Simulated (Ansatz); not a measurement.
# A hypothetical structure for FeTe4Pb3, part 2 of 2

This structure for FeTe4Pb3 is made up. Its elements were placed in a known structure type with a cell scaled to their sizes. What cell does the guess relax to, and how far off was it?

Ansatz 0.2.0; DFT, PBEsol, plane-wave PAW, files of the set soft_1, scalar-relativistic, ferromagnetic start, cell and ions relaxed at zero pressure; PAW set soft_1 (the session's first sound run).

So far: Set-up; Relaxation of the guess. The relaxed cell has a = 4.328, c = 55.515 Å (conventional setting).

## Step 3: Electronic structure of the relaxed cell

With the geometry fixed, one more self-consistent run, with a narrower smearing and the mesh shown in its input, gives the bands, and its pressure, and its forces where symmetry allows any, show how far the geometry depends on these settings.

This step: DFT, PBEsol, plane-wave PAW, files of the set soft_1, scalar-relativistic, ferromagnetic start, bands and density of states at the relaxed cell; PAW set soft_1 (Ansatz 0.2.0).

input.yaml

```yaml
crystal:
  lattice:
    - [2.1638288963, 1.249287196, 18.5049287344]
    - [-2.1638288963, 1.249287196, 18.5049287344]
    - [0.0, -2.4985743913, 18.5049287345]
  atoms:
    - { symbol: Pb, position: [0.5122385701, 0.5122385701, 0.5122385701] }
    - { symbol: Pb, position: [0.752411116, 0.752411116, 0.752411116] }
    - { symbol: Pb, position: [-0.006881998, -0.006881998, -0.006881998] }
    - { symbol: Te, position: [0.2959687882, 0.2959687882, 0.2959687882] }
    - { symbol: Te, position: [0.5743208984, 0.5743208984, 0.5743208984] }
    - { symbol: Te, position: [0.8152430445, 0.8152430445, 0.8152430445] }
    - { symbol: Te, position: [0.0554533179, 0.0554533179, 0.0554533179] }
    - { symbol: Fe, position: [0.2500462629, 0.2500462629, 0.2500462629], spin: 2.7 }
magnetization:
  spin_polarized: true
kpoints:
  mp_grid: { grid: [8, 8, 8] }
  band_path:
    path:
      - [[0.0, 0.0, 0.0], [0.5, 0.0, 0.0], [0.5, 0.16970516, -0.16970516]]
      - [[0.83029484, 0.5, 0.16970516], [0.5, 0.5, 0.5], [0.0, 0.0, 0.0], [0.33485258, 0.0, -0.33485258]]
      - [[0.66514742, 0.33485258, 0.0], [0.5, 0.5, 0.0], [0.66514742, 0.66514742, 0.16970516], [0.5, 0.5, 0.5]]
      - [[0.5, 0.0, 0.0], [0.83029484, 0.33485258, 0.33485258]]
    npoints: 8
scf:
  occupations: { method: fermi_dirac, width: 0.03 }
  n_extra_bands: 14
hamiltonian:
  xc: pbesol
  pseudopotentials: { kind: paw, azcp: { folder: soft_1 }, xc_functional: pbe }
output:
  forces: true
  stress: true
  write_bands: true
  dos: { projected: true }
  write_density: true
  write_potential: true
  elf: true
  volumetric_format: npy
```

Launch:

```
$ ansatz run input.yaml --threads 4 --pin off --max-ram 10240MiB --backend cpu --events-out ev --progress --plain --runs-dir out
```

Numbers of over 12 decimals in the logs are rounded to 6 here.

What it wrote:

```text
[...]
Crystal: 8 atoms, lattice volume = 300.140 Å³
Basis set: ecut = 420 eV, 5875 PW (Γ), FFT grids on a1−a2, a2, −a2+a3, exchange–correlation on 60×250×60 points (8 copies of the dense FFT grid, shifted against one another)
Bands: 75, of which v1, the nominal top of the filled ones, is band 61 counted from 1 (60 counted from 0)
Symmetry: 6 space group operations
[...]
k-points: 65 of 512 (time reversal used)
[...]
Starting moments: Σ|m| = 2.7 μB on 1 of 8 sites
[...]
SCF iter  17: F=-67326.557790 eV  HF=-67326.557790 eV  |F-HF|=6.34e-8  |Δ(HF+E_count)|=   2.94e-9  Δρ=2.55e-6 (↑1.18e-6 ↓2.55e-6)  dr2=7.49e-8  dr2_m=1.59e-9  M=3.329 μB ∫|m|=3.409 μB  ethr=7.90e-11  ⟨swp⟩=17.3  Hψ=78536  notcnv=0
SCF 1 converged in 17 iterations: F = -67326.557790 eV  dr2 = 7.49e-8
[...]
NSCF: frozen V_eff on 76 k-points
SCF converged after 17 iterations
Magnetization: 3.3292 μB (62.6646 up, 59.3354 down)
Absolute magnetization: 3.4076 μB (∫|ρ↑−ρ↓|, with the PAW one-centre terms)
[...]
Per-site moments (μB) at R_I (Å): [(0.00610893, 1.242832), (0.000817571, 1.242349), (0.038569, 1.244802), (0.0034559, 1.051619), (0.057364, 1.051331), (0.013724, 1.242832), (-0.00338766, 1.242349), (2.769783, 1.051331)]
Free energy (F): -67326.557790 eV
[...]
Internal energy: -67326.538643 eV  (E = F + TS)
E sigma→0 (E₀):  -67326.548216 eV
Entropy (-TS):   -0.019148 eV (-2.393 meV/atom)
Fermi energy:    7.163092 eV
[...]
--- Forces (eV/Å), atoms counted from 1 ---
  atom   1  Pb     0.00000000    -0.00000000    -0.00081015
  atom   2  Pb    -0.00000000     0.00000000     0.00389413
  atom   3  Pb     0.00000000    -0.00000000    -0.01755896
  atom   4  Te     0.00000000     0.00000000     0.08140761
  atom   5  Te     0.00000000    -0.00000000    -0.03378435
  atom   6  Te     0.00000000    -0.00000000    -0.00399923
  atom   7  Te     0.00000000    -0.00000000    -0.00693745
  atom   8  Fe     0.00000000    -0.00000000    -0.02223506
  max |Σ_I F_I| component: 2.35e-5 eV/Å
--- Stress (GPa, compression-positive) ---
        0.168944       0.000000       0.000000
        0.000000       0.168944      -0.000000
        0.000000      -0.000000       0.090044
  P = ⅓ Tr σ = 0.1426 GPa (1.426 kbar)
--- Band table (eV; the first three rows and the last of 130) ---
  k-point 0 ↑: bands = [... 57 lower, 6.2085, 6.2085, 6.2807, 7.2000, 7.7772, 7.7772, 8.4997, 8.6708, ... 10 higher]
  k-point 1 ↑: bands = [... 57 lower, 5.8375, 6.0132, 6.6258, 6.9173, 7.4838, 7.4990, 8.4605, 8.6878, ... 10 higher]
  k-point 2 ↑: bands = [... 57 lower, 5.4365, 5.6181, 5.7468, 6.5813, 6.8714, 6.9943, 7.8835, 8.2462, ... 10 higher]
  k-point 64 ↓: bands = [... 57 lower, 6.4394, 7.1954, 7.1954, 8.2438, 8.6343, 8.6866, 9.2424, 9.2488, ... 10 higher]
```

Wall time 4 min (4 threads of Arm Neoverse V1, shared host); peak memory 2.2 GiB.

This step gave:

* free energy: -67326.5578 eV
* energy at zero smearing: -67326.5482 eV
* smearing term TS: 0.01915 eV
* Fermi energy: 7.163 eV
* magnetization: 3.329 μB
* absolute magnetization: 3.408 μB
* site moments: 0.006109, 8.18e-4, 0.03857, 0.003456, 0.05736, 0.01372, -0.003388, 2.770 μB
* pressure: 0.1426 GPa

From bands.tsv, the bands that come nearest the Fermi level along the path, at its corners, in eV from the Fermi level:

```
point  band_60_up  band_61_up  band_62_up  band_57_dn  band_58_dn  band_59_dn  band_60_dn  band_61_dn
    Γ        0.04        0.61        0.61       -0.86        0.03        0.03        1.10        1.48
    L       -1.56       -1.06       -0.63       -1.29       -0.14       -0.02        0.17        0.25
   B1       -1.65       -1.36       -0.56       -1.43       -0.30        0.09        0.30        0.36
    B       -1.65       -1.36       -0.56       -1.43       -0.30        0.09        0.30        0.36
    Z        0.13        0.61        0.61       -0.72        0.03        0.03        1.08        1.47
    Γ        0.04        0.61        0.61       -0.86        0.03        0.03        1.10        1.48
    X       -1.65       -1.36       -0.56       -1.43       -0.30        0.09        0.30        0.36
    Q       -1.65       -1.36       -0.56       -1.43       -0.30        0.09        0.30        0.36
    F       -1.58       -1.06       -0.49       -1.28       -0.14       -0.03        0.17        0.34
   P1       -1.57       -1.06       -0.53       -1.28       -0.14       -0.03        0.16        0.33
    Z        0.13        0.61        0.61       -0.72        0.03        0.03        1.08        1.47
    L       -1.56       -1.06       -0.63       -1.29       -0.14       -0.02        0.17        0.25
    P       -1.57       -1.06       -0.53       -1.28       -0.14       -0.03        0.16        0.33
```

Site moment by atom:

```csv
atom,site moment (μB)
Pb1,0.01
Pb2,0.00
Pb3,0.04
Te4,0.00
Te5,0.06
Te6,0.01
Te7,0.00
Fe8,2.77
```

Force by atom:

```csv
atom,x (eV/Å),y (eV/Å),z (eV/Å),size
Pb1,0.0000,0.0000,-0.0008,0.0008
Pb2,0.0000,0.0000,0.0039,0.0039
Pb3,0.0000,0.0000,-0.0176,0.0176
Te4,0.0000,0.0000,0.0814,0.0814
Te5,0.0000,0.0000,-0.0338,0.0338
Te6,0.0000,0.0000,-0.0040,0.0040
Te7,0.0000,0.0000,-0.0069,0.0069
Fe8,0.0000,0.0000,-0.0222,0.0222
```

Spin density in the ac plane of the cell as run, not the conventional one, at fractional y = 0.250, with atoms of Te and Fe within 0.2 Å of it.

Ten even steps from '0' (0.0 e/Å³) to '9' (4.1 e/Å³), each cell a mean:
```
00000000000000000000000000000000000000000000
00000000000000000000000000000000000000000000
00000000000000000000000000000000000000000000
00000000000000000000000000000000000000000000
00000000000000000000000000000000000000000000
00000000000000000000000000000000000000000000
00000000000000000000000000000000000000000000
00000000000000000000000000000000000000000000
00000000000000000000000000000000000000000000
00000000000000000000000000000000000000000000
00000000000000000000000000000000000000000000
00000000000000000000000000000000000000000000
00000000000000000000000000000000000000000000
00000000000000000000000000000000000000000000
00001100000000000000000000000000000000000000
00000133100000000000000000000000000000000000
00000003651000000000000000000000000000000000
00000000159610000000000000000000000000000000
00000000002794000000000000000000000000000000
00000000000025520000000000000000000000000000
00000000000000132000000000000000000000000000
00000000000000000100000000000000000000000000
00000000000000000000000000000000000000000000
00000000000000000000000000000000000000000000
```
Columns run along a (18.7 Å), rows up along c (18.7 Å). Atoms in or near the plane, at fractional coordinates: Te at (0.30, 0.30), Fe at (0.25, 0.25).

ELF in the ac plane of the cell as run, not the conventional one, at fractional y = 0.250, with atoms of Te and Fe within 0.2 Å of it. It is the smooth field of the valence electrons, not physical close to the nuclei.

Ten even steps from '0' (0.01) to '9' (0.77), each cell a mean:
```
64200000000011111013443322356653455533676556
56641000000001123210246654322344334555336764
65675310000001112343113577653111222355543477
77666752000000112234432146777631001124555434
24787776410000011223345422477775310011245554
53247877752100000123334554225777752000123455
45422478886410000012443445532367777520023334
44443224788752100000245444455323677764112465
76544321136665310000013554445543246777631257
78875432101244431100000145544455422467764224
36777764210001222110110002455444554224676532
22477667632100000000001100024544344531246642
22235754565310000000000111000234433444212354
32222366324653100000000001100001333333431013
12223434641135520000000111110000012222233200
00112366445301354200000123321100000011112221
10001125874452014642000013454311000000011111
00000011379745520256410001357764210000000000
00000000113896455213663210025787652100000000
00000000001147744653357532211478877531000000
00000000000011355346655764332125887775310000
00000000000001123332467677544432378766753100
00000000000000012222224677864444324776566521
21000000000000000233222246787534553258755665
```
Columns run along a (18.7 Å), rows up along c (18.7 Å). Atoms in or near the plane, at fractional coordinates: Te at (0.30, 0.30), Fe at (0.25, 0.25).

Valence density in the ac plane of the cell as run, not the conventional one, at fractional y = 0.250, with atoms of Te and Fe within 0.2 Å of it. It is the smooth field of the valence electrons, not physical close to the nuclei.

Ten steps, logarithmic in the rise over the least value, from '0' (0 e/Å³) to '9' (23 e/Å³), each cell a mean:
```
10000000000000000000011110000111122100123442
32100000000000000000001111000000112221001234
33321000000000000000000011110000001123210012
12332100000000000011100000111100000012222100
00122221000000000001111000011111000000122210
10001122100000000000112210000111100000001222
21000011111000000000001122100001111000000111
11110000011100000000000112221000011110000011
11111000000000000000000001122210000111100001
11111100000000000000000000112222100001111000
01122211000000000000000000001122210000011110
11112332100000000000000000000011121100000111
12111234421000000000000000000000011110000001
11232123565310000000000000000000000111000000
00124542257763100000000000000000000000000000
00002577523688631000000000000000000000000000
00000037985247885200000000000000000000000000
00000001589852578741000000000000000000000000
00000000016998424675210000000011100000000000
00000000000268862245532100000001111100000000
00000000000002676422333211000000112211000000
00000000000000024542112222111000001222110000
00000000000000000122211112111111000123321100
00000000000000000001211001111111110001233311
```
Columns run along a (18.7 Å), rows up along c (18.7 Å). Atoms in or near the plane, at fractional coordinates: Te at (0.30, 0.30), Fe at (0.25, 0.25).

## Step 4: What came out

- space group, relaxed: R3m
- conventional cell: a = 4.328, b = 4.328, c = 55.515 Å; α = 90.0°, β = 90.0°, γ = 120.0°
- volume per atom: 37.52 Å³ (guess 28.57)
- total moment: 3.16 μB in the cell of 8 atoms

**Reading.** FeTe4Pb3 relaxes to R3m with a = 4.328, b = 4.328 and c = 55.515 Å. The guessed volume was 24 % too small. The space group R3m was held in the relaxation, so the end point is a stationary structure within it and may be a saddle against distortions or other arrangements. The input starts from parallel moments, and no other start was typed. Bands cross the Fermi level, so it is a metal or semimetal at this level. On the 8×8×8 mesh with the narrower smearing (relaxed on 7×7×7) the largest force component is 0.081 eV/Å and the largest stress component is 0.169 GPa, against the relaxation's thresholds of 0.015 eV/Å and 0.05 GPa. The cutoff wasn't tested. A vector of the cell changed its length by 30 %, so the starting arrangement is largely lost and the mesh was laid for another shape. Spin-orbit coupling is left out, which can matter for elements this heavy. No dispersion term is used, so weakly bound directions may come out too long. Nothing here tests whether the compound is stable against decomposition.

[Logs are printed without paths, hosts, clocks, repeated set-up lines and the standing remarks that a program may print on its own settings, such as how far it seeks lower states.]

[Hosts, paths, dates, database ids (printed as entryN), source tags and the programs' standing remarks are cut or masked in the printed files.]
